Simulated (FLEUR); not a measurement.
# CoC2S2N2: moments or none

Aim: find out whether CoC2S2N2 carries moments when they start parallel, and what they gain.

Method: PBE with U = 3.5 eV on Co d; all-electron FLAPW, Dirac cores, scalar-relativistic bands, in FLEUR MaX-R8.1.

## Step 1: Set-up

Symmetry: C2/m, No. 12, monoclinic system. Conventional cell: a = 10.596 Å, b = 3.725 Å, c = 6.166 Å, α = 90.00°, β = 105.86°, γ = 90.00°. Co has 2 N at 2.03 Å and 4 S at 2.58 Å nearest. Nearest to C lie 1 N at 1.14 Å and 1 S at 1.66 Å. Nearest to S lie 1 C at 1.66 Å and 2 Co at 2.58 Å. Nearest to N lie 1 C at 1.14 Å and 1 Co at 2.03 Å. Farther neighbours and most contacts between anions are not listed.

Coordinates:

```
Co C S N
1.0
     5.29795   -1.86252    0.00000
     5.29795    1.86252    0.00000
    -1.68529    0.00000    5.93119
Co C S N
1 2 2 2
Cartesian
  0.0000 0.0000 0.0000
  7.7314 0.0000 1.2967
  1.1792 0.0000 4.6345
  6.1020 0.0000 1.5899
  2.8086 0.0000 4.3413
  8.8417 0.0000 1.0257
  0.0689 0.0000 4.9054
```

## Step 2: Start 1: ferro +

The parallel start comes first: it shows whether parallel moments hold. A Hubbard U acts on the open shell, since semilocal functionals spread its electrons too much.

inpgen writes inp.xml from crystal.txt; cutoffs, mixing, functional, smearing and local orbitals are then set in the file. The k list default-1 (kpts.xml, not shown) is a Γ-centred 6×6×6 mesh; where the ranks do not divide the number of points, some are split in two of half the weight.

Input file inp.xml:

```
<?xml version="1.0" encoding="UTF-8" standalone="no"?>
<fleurInput fleurInputVersion="0.39">
   <comment>
      CoC2S2N2
   </comment>
   <calculationSetup>
      <cutoffs Kmax="4.4" Gmax="13.2" GmaxXC="13.2" numbands="0"/>
      <scfLoop itmax="120" minDistance="0.0001" maxIterBroyd="15" imix="Anderson" alpha="0.05" precondParam="0.0" spinf="2.0" sdNocoIR="T"/>
      <coreElectrons ctail="T" frcor="F" kcrel="0" coretail_lmax="0"/>
      <xcFunctional name="pbe" relativisticCorrections="F"/>
      <magnetism jspins="2"/>
      <soc l_soc="F" theta="0.0" phi="0.0" spav="F"/>
      <expertModes spex="0" secvar="F"/>
      <geometryOptimization l_f="F" forcealpha="1.0" forcemix="BFGS" epsdisp="0.00001" epsforce="0.00001"/>
      <ldaU l_linMix="F" mixParam="0.05" spinf="1.0"/>
   </calculationSetup>
   <cell>
      <bzIntegration valenceElectrons="47.0" mode="hist" fermiSmearingEnergy="0.00183747">
         <kPointListSelection listName="default-1"/>
         <xi:include xmlns:xi="http://www.w3.org/2001/XInclude" href="kpts.xml"> </xi:include>
      </bzIntegration>
      <xi:include xmlns:xi="http://www.w3.org/2001/XInclude" href="sym.xml"> </xi:include>
      <bulkLattice scale="1.0">
         <bravaisMatrix>
            <row-1>   10.0116745218245704    -3.5196527015899917     0.0000000000000000</row-1>
            <row-2>   10.0116745218245704     3.5196527015899917     0.0000000000000000</row-2>
            <row-3>   -3.1847383969940783     0.0000000000000000    11.2083192016111290</row-3>
         </bravaisMatrix>
      </bulkLattice>
   </cell>
   <atomSpecies>
      <species name="Cobalt (Co3.001" element="Co" atomicNumber="27">
         <mtSphere radius="2.69" gridPoints="889" logIncrement="0.014"/>
         <atomicCutoffs lmax="10" lnonsphr="8"/>
         <electronConfig flipSpins="F">
            <coreConfig>(1s1/2) (2s1/2) (2p1/2) (2p3/2)</coreConfig>
            <valenceConfig>(3s1/2) (3p1/2) (3p3/2) (4s1/2) (3d3/2) (3d5/2)</valenceConfig>
            <stateOccupation state="(3d3/2)" spinUp="2.0" spinDown="0.8"/>
            <stateOccupation state="(3d5/2)" spinUp="3.0" spinDown="1.2"/>
         </electronConfig>
         <energyParameters s="4" p="4" d="3" f="4"/>
         <ldaU l="2" U="3.5" J="0.0" l_amf="F"/>
         <lo type="SCLO" l="0" n="3" eDeriv="0"/>
         <lo type="SCLO" l="1" n="3" eDeriv="0"/>
      </species>
      <species name="Carbon (C)" element="C" atomicNumber="6">
         <mtSphere radius="1.05" gridPoints="349" logIncrement="0.028"/>
         <atomicCutoffs lmax="6" lnonsphr="4"/>
         <electronConfig flipSpins="F">
            <coreConfig>(1s1/2)</coreConfig>
            <valenceConfig>(2s1/2) (2p1/2) (2p3/2)</valenceConfig>
            <stateOccupation state="(2p1/2)" spinUp="0.333333" spinDown="0.333333"/>
            <stateOccupation state="(2p3/2)" spinUp="0.666667" spinDown="0.666667"/>
         </electronConfig>
         <energyParameters s="2" p="2" d="3" f="4"/>
      </species>
      <species name="Sulfur (S)" element="S" atomicNumber="16">
         <mtSphere radius="2.0" gridPoints="661" logIncrement="0.017"/>
         <atomicCutoffs lmax="8" lnonsphr="6"/>
         <electronConfig flipSpins="F">
            <coreConfig>(1s1/2) (2s1/2) (2p1/2) (2p3/2)</coreConfig>
            <valenceConfig>(3s1/2) (3p1/2) (3p3/2)</valenceConfig>
            <stateOccupation state="(3p1/2)" spinUp="0.666667" spinDown="0.666667"/>
            <stateOccupation state="(3p3/2)" spinUp="1.333333" spinDown="1.333333"/>
         </electronConfig>
         <energyParameters s="3" p="3" d="3" f="4"/>
      </species>
      <species name="Nitrogen (N)" element="N" atomicNumber="7">
         <mtSphere radius="1.05" gridPoints="349" logIncrement="0.029"/>
         <atomicCutoffs lmax="6" lnonsphr="4"/>
         <electronConfig flipSpins="F">
            <coreConfig>(1s1/2)</coreConfig>
            <valenceConfig>(2s1/2) (2p1/2) (2p3/2)</valenceConfig>
            <stateOccupation state="(2p1/2)" spinUp="0.500000" spinDown="0.500000"/>
            <stateOccupation state="(2p3/2)" spinUp="1.000000" spinDown="1.000000"/>
         </electronConfig>
         <energyParameters s="2" p="2" d="3" f="4"/>
      </species>
   </atomSpecies>
   <atomGroups>
      <atomGroup species="Cobalt (Co3.001">
         <relPos label="                   1">.0000000000 .0000000000 .0000000000</relPos>
         <force calculate="T" relaxXYZ="TTT"/>
      </atomGroup>
      <atomGroup species="Carbon (C)">
         <relPos label="                   2">-.2355700000 -.2355700000 .2186200000</relPos>
         <relPos label="                   3">.2355700000 .2355700000 -.2186200000</relPos>
         <force calculate="T" relaxXYZ="TTT"/>
      </atomGroup>
      <atomGroup species="Sulfur (S)">
         <relPos label="                   4">-.3814800000 -.3814800000 .2680600000</relPos>
         <relPos label="                   5">.3814800000 .3814800000 -.2680600000</relPos>
         <force calculate="T" relaxXYZ="TTT"/>
      </atomGroup>
      <atomGroup species="Nitrogen (N)">
         <relPos label="                   6">-.1380500000 -.1380500000 .1729400000</relPos>
         <relPos label="                   7">.1380500000 .1380500000 -.1729400000</relPos>
         <force calculate="T" relaxXYZ="TTT"/>
      </atomGroup>
   </atomGroups>
   <output dos="F" band="F" slice="F">
      <bandDOS minEnergy="-.5*Htr" maxEnergy="0.5*Htr" sigma="0.015" storeEVData="T"/>
      <plotting iplot="0" polar="F">
         <plot TwoD="T" vec1="  1.0  0.0  0.0" vec2="  0.0  1.0  0.0" vec3="  0.0  0.0  1.0" zero="  0.0  0.0  0.0" file="plot"/>
      </plotting>
      <moessbauerParams electricFieldGradient="F" isomerShift="F" coreHyperfine="F" valenceHyperfine="F"/>
   </output>
</fleurInput>
```

Input file crystal.txt:

```
CoC2S2N2
&input film=F cartesian=F /
5.29795000000  -1.86252000000  0.00000000000
5.29795000000  1.86252000000  0.00000000000
-1.68529098240  0.00000000000  5.93118709410
1.8897261246
1.0 1.0 1.0

7
27 0.00000000000  0.00000000000  0.00000000000 : 3.001
6 0.76443000000  0.76443000000  0.21862000000
6 0.23557000000  0.23557000000  0.78138000000
16 0.61852000000  0.61852000000  0.26806000000
16 0.38148000000  0.38148000000  0.73194000000
7 0.86195000000  0.86195000000  0.17294000000
7 0.13805000000  0.13805000000  0.82706000000

&kpt div1=6 div2=6 div3=6 gamma=T /
```

Command:

```sh
> OMP_NUM_THREADS=1 inpgen -f crystal.txt > inpgen.log  # inp.xml is then edited as shown
> OMP_NUM_THREADS=1 mpirun -n 4 fleur_MPI > fleur.log
```

What it wrote:

```text
Welcome to FLEUR        (www.flapw.de)
      MaX-Release 8.1          (www.max-centre.eu)

 ========== k-point set info ==========
 Selected k-point list: default-1
 k-point list type: mesh
 6 x 6 x 6
 Number of k points: 68

 ------------Calculation Setup---------------------------
 Number of MPI-tasks      :            4
 Number of PE/node        :            4
 Number of OMP-threads    :            1
 k-points in parallel     :            4
 pe's per k-point         :            1
 No of k-point loops      :           17
 Eigenvalue solver        :       lapack
 Number of basis functions:         1194
 Approximate size of matrices (H+S) per k-point:         0.021 GB
 --------------------------------------------------------
 no density matrix found ... skipping LDA+U
Nuclear radius smaller than smallest radial mesh point for atom type 2 -- skipping its core isomer shift
 Reset of history
 Iteration:     1   Distance:      21.93828157 me/bohr^3
Nuclear radius smaller than smallest radial mesh point for atom type 2 -- skipping its core isomer shift
 Iteration:     2   Distance:      21.56610212 me/bohr^3
Nuclear radius smaller than smallest radial mesh point for atom type 2 -- skipping its core isomer shift
 Iteration:     3   Distance:      19.96221415 me/bohr^3
Nuclear radius smaller than smallest radial mesh point for atom type 2 -- skipping its core isomer shift
 Iteration:     4   Distance:      11.78040097 me/bohr^3
Nuclear radius smaller than smallest radial mesh point for atom type 2 -- skipping its core isomer shift
 Iteration:     5   Distance:       7.20565411 me/bohr^3
Nuclear radius smaller than smallest radial mesh point for atom type 2 -- skipping its core isomer shift
 Iteration:     6   Distance:       5.38490531 me/bohr^3
Nuclear radius smaller than smallest radial mesh point for atom type 2 -- skipping its core isomer shift
 Iteration:     7   Distance:       1.98066677 me/bohr^3
Nuclear radius smaller than smallest radial mesh point for atom type 2 -- skipping its core isomer shift
 Iteration:     8   Distance:       1.46612534 me/bohr^3
Nuclear radius smaller than smallest radial mesh point for atom type 2 -- skipping its core isomer shift
 Iteration:     9   Distance:       0.88279139 me/bohr^3
Nuclear radius smaller than smallest radial mesh point for atom type 2 -- skipping its core isomer shift
 Iteration:    10   Distance:       0.85146178 me/bohr^3
Nuclear radius smaller than smallest radial mesh point for atom type 2 -- skipping its core isomer shift
[... 75 iterations left out ...]
 Iteration:    86   Distance:       0.00020010 me/bohr^3
Nuclear radius smaller than smallest radial mesh point for atom type 2 -- skipping its core isomer shift
 Iteration:    87   Distance:       0.00019565 me/bohr^3
Nuclear radius smaller than smallest radial mesh point for atom type 2 -- skipping its core isomer shift
 Iteration:    88   Distance:       0.00017277 me/bohr^3
Nuclear radius smaller than smallest radial mesh point for atom type 2 -- skipping its core isomer shift
 Iteration:    89   Distance:       0.00014134 me/bohr^3
Nuclear radius smaller than smallest radial mesh point for atom type 2 -- skipping its core isomer shift
 Iteration:    90   Distance:       0.00014392 me/bohr^3
Nuclear radius smaller than smallest radial mesh point for atom type 2 -- skipping its core isomer shift
 Iteration:    91   Distance:       0.00017981 me/bohr^3
Nuclear radius smaller than smallest radial mesh point for atom type 2 -- skipping its core isomer shift
 Iteration:    92   Distance:       0.00014458 me/bohr^3
Nuclear radius smaller than smallest radial mesh point for atom type 2 -- skipping its core isomer shift
 Iteration:    93   Distance:       0.00011575 me/bohr^3
Nuclear radius smaller than smallest radial mesh point for atom type 2 -- skipping its core isomer shift
 Iteration:    94   Distance:       0.00012180 me/bohr^3
Nuclear radius smaller than smallest radial mesh point for atom type 2 -- skipping its core isomer shift
 Iteration:    95   Distance:       0.00006527 me/bohr^3

 ********************************************************************
 Run finished successfully
 Stop message:
   all done
 ********************************************************************

--- out.xml (last complete iteration) ---
<iteration numberForCurrentRun="   95" overallNumber="   95">
         [... left out ...]
         <bandgap value="1.5402730445" units="eV"/>
         <sumValenceSingleParticleEnergies value="-22.5933128724" units="Htr"/>
         <FermiEnergy value="0.1337748047" units="Htr"/>
         <valenceDensity>
            <mtCharges spin="1">
               <mtCharge atomType="1" total="9.6344020" s="1.2440165" p="3.3221621" d="4.9838812" f="0.0546888"/>
               <mtCharge atomType="2" total="0.5809158" s="0.1916288" p="0.3813319" d="0.0066911" f="0.0010605"/>
               <mtCharge atomType="3" total="2.0503730" s="0.6958909" p="1.2967100" d="0.0475323" f="0.0074992"/>
               <mtCharge atomType="4" total="0.9974528" s="0.3363623" p="0.6557677" d="0.0046653" f="0.0005483"/>
            </mtCharges>
            <mtCharges spin="2">
               <mtCharge atomType="1" total="7.0510960" s="1.2258856" p="3.3119487" d="2.4316194" f="0.0534404"/>
               <mtCharge atomType="2" total="0.5843558" s="0.1907776" p="0.3860371" d="0.0062992" f="0.0010466"/>
               <mtCharge atomType="3" total="1.9520435" s="0.6884186" p="1.2075601" d="0.0459855" f="0.0073249"/>
               <mtCharge atomType="4" total="0.9666878" s="0.3300964" p="0.6313414" d="0.0045857" f="0.0005554"/>
            </mtCharges>
            <spinDependentCharge spin="1" total="25.0000000" interstitial="8.1081151" mtSpheres="16.8918849"/>
            <spinDependentCharge spin="2" total="22.0000000" interstitial="7.9427298" mtSpheres="14.0572702"/>
            <totalCharge value="47.0000000000"/>
         </valenceDensity>
         [... left out ...]
         <allElectronCharges>
            <spinDependentCharge spin="1" total="44.0000000" interstitial="8.1110082" mtSpheres="35.8889918"/>
            <spinDependentCharge spin="2" total="41.0000000" interstitial="7.9456221" mtSpheres="33.0543779"/>
            <totalCharge value="84.9999999764"/>
         </allElectronCharges>
         <magneticMomentsInMTSpheres units="muBohr">
            <globalMagMoment atomType="1" vec="0.00000   0.00000   2.58331"/>
            <localMagMoment atomType="1" vec="0.00000   0.00000   2.58331"/>
            <globalMagMoment atomType="2" vec="0.00000   0.00000  -0.00344"/>
            <localMagMoment atomType="2" vec="0.00000   0.00000  -0.00344"/>
            <globalMagMoment atomType="3" vec="0.00000   0.00000   0.09833"/>
            <localMagMoment atomType="3" vec="0.00000   0.00000   0.09833"/>
            <globalMagMoment atomType="4" vec="0.00000   0.00000   0.03076"/>
            <localMagMoment atomType="4" vec="0.00000   0.00000   0.03076"/>
         </magneticMomentsInMTSpheres>
         <moessbauerParams unitsHFF="kG" unitsIS="e/bohr^3" unitsEFG="Htr/bohr^2">
         </moessbauerParams>
         <totalEnergy value="    -2377.2826619827" units="Htr">
            <sumOfEigenvalues value="    -1352.1895592634">
               <coreElectrons value="-1329.5962463910"/>
               <valenceElectrons value="-22.5933128724"/>
            </sumOfEigenvalues>
            <densityCoulombPotentialIntegral value="-3577.1850568696"/>
            <densityEffectivePotentialIntegral value="-3752.2866750168"/>
            <chargeDenXCDenIntegral value="-135.3534958032"/>
            <FockExchangeEnergyValence value="0.0000000000"/>
            <FockExchangeEnergyCore value="0.0000000000"/>
            <atomTypeDependentContributions atomType="1">
               <electronNucleiInteractionDifferentMTs value="1671.3289045707"/>
               <MadelungTerm value="-4.2649404613"/>
            </atomTypeDependentContributions>
            <atomTypeDependentContributions atomType="2">
               <electronNucleiInteractionDifferentMTs value="78.7993266372"/>
               <MadelungTerm value="-11.3204408987"/>
            </atomTypeDependentContributions>
            <atomTypeDependentContributions atomType="3">
               <electronNucleiInteractionDifferentMTs value="941.0934027574"/>
               <MadelungTerm value="-16.5566454539"/>
            </atomTypeDependentContributions>
            <atomTypeDependentContributions atomType="4">
               <electronNucleiInteractionDifferentMTs value="115.1443078991"/>
               <MadelungTerm value="-15.3694462366"/>
            </atomTypeDependentContributions>
            <dftUCorrection value="-0.4436614168"/>
            <tkbTimesEntropy value="0.0000000000"/>
            <freeEnergy value="-2377.2826619827"/>
            <extrapolationTo0K value="-2377.2826619827"/>
         </totalEnergy>
         <ldaUDensityMatrix>
            <densityMatrixFor spin="1" atomType="1" uIndex="1" l="2" U="3.50000000" J="0.00000000">
               (+0.99215,+0.00000) (-0.00900,+0.00000) (+0.00098,+0.00000) (+0.02789,+0.00000) (+0.01301,+0.00000)
               (-0.00900,+0.00000) (+1.01181,+0.00000) (+0.00481,+0.00000) (-0.01001,+0.00000) (-0.02789,+0.00000)
               (+0.00098,+0.00000) (+0.00481,+0.00000) (+0.97596,+0.00000) (-0.00481,+0.00000) (+0.00098,+0.00000)
               (+0.02789,+0.00000) (-0.01001,+0.00000) (-0.00481,+0.00000) (+1.01181,+0.00000) (+0.00900,+0.00000)
               (+0.01301,+0.00000) (-0.02789,+0.00000) (+0.00098,+0.00000) (+0.00900,+0.00000) (+0.99215,+0.00000)
            </densityMatrixFor>
            <densityMatrixFor spin="2" atomType="1" uIndex="1" l="2" U="3.50000000" J="0.00000000">
               (+0.53787,+0.00000) (-0.09972,+0.00000) (-0.23217,+0.00000) (-0.17879,+0.00000) (-0.25421,+0.00000)
               (-0.09972,+0.00000) (+0.37162,+0.00000) (-0.20865,+0.00000) (+0.06738,+0.00000) (+0.17879,+0.00000)
               (-0.23217,+0.00000) (-0.20865,+0.00000) (+0.61264,+0.00000) (+0.20865,+0.00000) (-0.23217,+0.00000)
               (-0.17879,+0.00000) (+0.06738,+0.00000) (+0.20865,+0.00000) (+0.37162,+0.00000) (+0.09972,+0.00000)
               (-0.25421,+0.00000) (+0.17879,+0.00000) (-0.23217,+0.00000) (+0.09972,+0.00000) (+0.53787,+0.00000)
            </densityMatrixFor>
         </ldaUDensityMatrix>
         <ldaUDensityMatrixConvergence>
            <distance spin="1" distance="0.000001"/>
            <distance spin="2" distance="0.000010"/>
         </ldaUDensityMatrixConvergence>
         <densityConvergence units="me/bohr^3">
            <chargeDensity spin="1" distance="0.0000287661"/>
            <chargeDensity spin="2" distance="0.0000451420"/>
            <overallChargeDensity distance="0.0000652686"/>
            <spinDensity distance="0.0000383482"/>
         </densityConvergence>
      </iteration>
```

Elapsed: 27 min, on 4 MPI ranks of Intel Xeon Platinum 8488C (Sapphire Rapids), shared host; peak memory 0.73 GiB; 1.8 h of CPU time.

Spin moment in the muffin-tin sphere by atom:

| atom | spin moment in the muffin-tin sphere (μB) |
| --- | --- |
| Co1 | 2.58 |
| C2 | 0.00 |
| C3 | 0.00 |
| S4 | 0.10 |
| S5 | 0.10 |
| N6 | 0.03 |
| N7 | 0.03 |

This step gave:

| Quantity | Value |
| --- | --- |
| free energy | -64689.1567 eV |
| program's band gap on this mesh (in a metal only a level spacing) | 1.540 eV |
| magnetization | 3 μB |
| final state | ferromagnetic |

After 95 cycles the largest moment stands at 2.58 μB.

(Part 1 of 2 ends here.)

[Logs and program files are shortened in this print: banners, set-up blocks, solver, clock and traceback lines can be left out without a mark of their own.]

[Logs are printed without paths, hosts, clocks, repeated set-up lines and the standing remarks that a program may print on its own settings, such as how far it seeks lower states.]

[Hosts, paths, dates, database ids (printed as entryN), source tags and the programs' standing remarks are cut or masked in the printed files.]

[Where a cell is said to come from a database of computed structures, the database is the Materials Project.]
